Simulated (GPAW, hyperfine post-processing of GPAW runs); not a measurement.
# Reading the 137Ba spectrum of BaMgMnO3

Calculated values: DFT, revPBE+U, plane-wave PAW, GPAW setups, collinear spin, scalar-relativistic (GPAW), contact and point-dipole shifts scaled to 298 K with Θ = 0 K (a pure Curie law); spin-only moments, above the ordering temperature.

```xyz
12
Lattice="7.4072 0.0000 0.0000 -0.0319 4.2735 0.0000 -1.5358 -1.8750 5.3184" Properties=species:S:1:pos:R:3 pbc="T T T"
Ba    1.6170    1.8034    2.5169
Ba    5.3206    1.8034    2.5169
Mn    3.2885    3.8404    0.4550
Mn    6.9921    3.8404    0.4550
Mg   -0.1425   -0.2385    4.4902
Mg    3.5611   -0.2385    4.4902
O     3.2485    1.6940    0.0785
O     6.9521    1.6940    0.0785
O    -0.1277    1.9098    4.6725
O     3.5759    1.9098    4.6725
O    -0.1999   -0.3077    2.5010
O     3.5037   -0.3077    2.5010
```

137Ba MAS at 11.7 T (55.7 MHz), 60 kHz, 298 K; contact and dipolar shift alone, no orbital or quadrupolar part; lines under 1.5 % of the strongest are left out. NMR lines, with heights relative to the strongest:

```
position (ppm)  intensity
        5102.4         14
        6179.0        100
        7255.6         10
        8332.2        2.9
```

Q: Find the isotropic shifts among the lines and assign them to the Ba sites.

Sidebands are spaced by 1077 ppm (the spinning rate over the resonance of 55.7 MHz). An isotropic line need not be the tallest: it is the area-weighted centre of its own family of sidebands, and the one that stays put when the rate is changed. Isotropic shifts: 6179 ppm for atom 1 and the 1 atom equivalent to it (9 Mn through links of 62 to 163° (18)), reduced anisotropy 1366 ppm.

[Logs are printed without paths, hosts, clocks, repeated set-up lines and the standing remarks that a program may print on its own settings, such as how far it seeks lower states.]

[Hosts, paths, dates, database ids (printed as entryN), source tags and the programs' standing remarks are cut or masked in the printed files.]
